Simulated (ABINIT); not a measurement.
An input for ABINIT 10.8.3 (Rb2LiAlF6 (Fm-3m)):

```
acell 3*1.0 Angstrom
rprim 
  0.000000000000 4.113943000000 4.113943000000
  4.113943000000 0.000000000000 4.113943000000
  4.113943000000 4.113943000000 -0.000000000000
ntypat 4
znucl 37 3 13 9
natom 10
typat 1 1 2 3 4 4 4 4 4 4
xred 
  0.750000000000 0.750000000000 0.750000000000
  0.250000000000 0.250000000000 0.250000000000
  0.500000000000 0.500000000000 0.500000000000
  0.000000000000 0.000000000000 0.000000000000
  0.774175000000 0.225825000000 0.225825000000
  0.225825000000 0.225825000000 0.774175000000
  0.225825000000 0.774175000000 0.774175000000
  0.225825000000 0.774175000000 0.225825000000
  0.774175000000 0.225825000000 0.774175000000
  0.774175000000 0.774175000000 0.225825000000
pp_dirpath "pseudos"
pseudos "Rb.upf, Li.upf, Al.upf, F.upf"
ecut 36
ngkpt 2 2 2
nshiftk 1
shiftk 0 0 0
kptopt 1
chksymbreak 0
istwfk *1
occopt 1
irdwfk 1
optdriver 3
nband 179
ecuteps 2.6
inclvkb 2
awtr 1
symchi 1
gwcalctyp 1
nfreqre 0
nfreqim 8
gwrpacorr 1
indata_prefix "in"
outdata_prefix "out"
tmpdata_prefix "tmp"
```

```sh
OMP_NUM_THREADS=1 mpirun -n 4 abinit run.abi > log
```

How long will it take on 4 MPI ranks of Arm Neoverse V2, shared host, and how much memory?

It took 47 s; on shared hardware allow 24 s to 94 s. Peak host memory was 1.8 GiB.

[Paths, hosts, dates, memory and timing lines, banners, echoed tables and standing remarks are left out of the program output.]

[Logs are printed without paths, hosts, clocks, repeated set-up lines and the standing remarks that a program may print on its own settings, such as how far it seeks lower states.]

[Runs of the session that timed out or met a known fault of the program may be left out.]

[Hosts, paths, dates, database ids (printed as entryN), source tags and the programs' standing remarks are cut or masked in the printed files.]

[G0W0 gaps are taken among the corrected bands and points alone; a level outside them can change the order at an edge.]

[Where Ansatz stands beside ABINIT at settings called matched, ABINIT's density can come from a denser mesh and the files from another edition; pairs whose starting gaps differed by over 0.03 eV were left out, so agreement reads better than it is.]
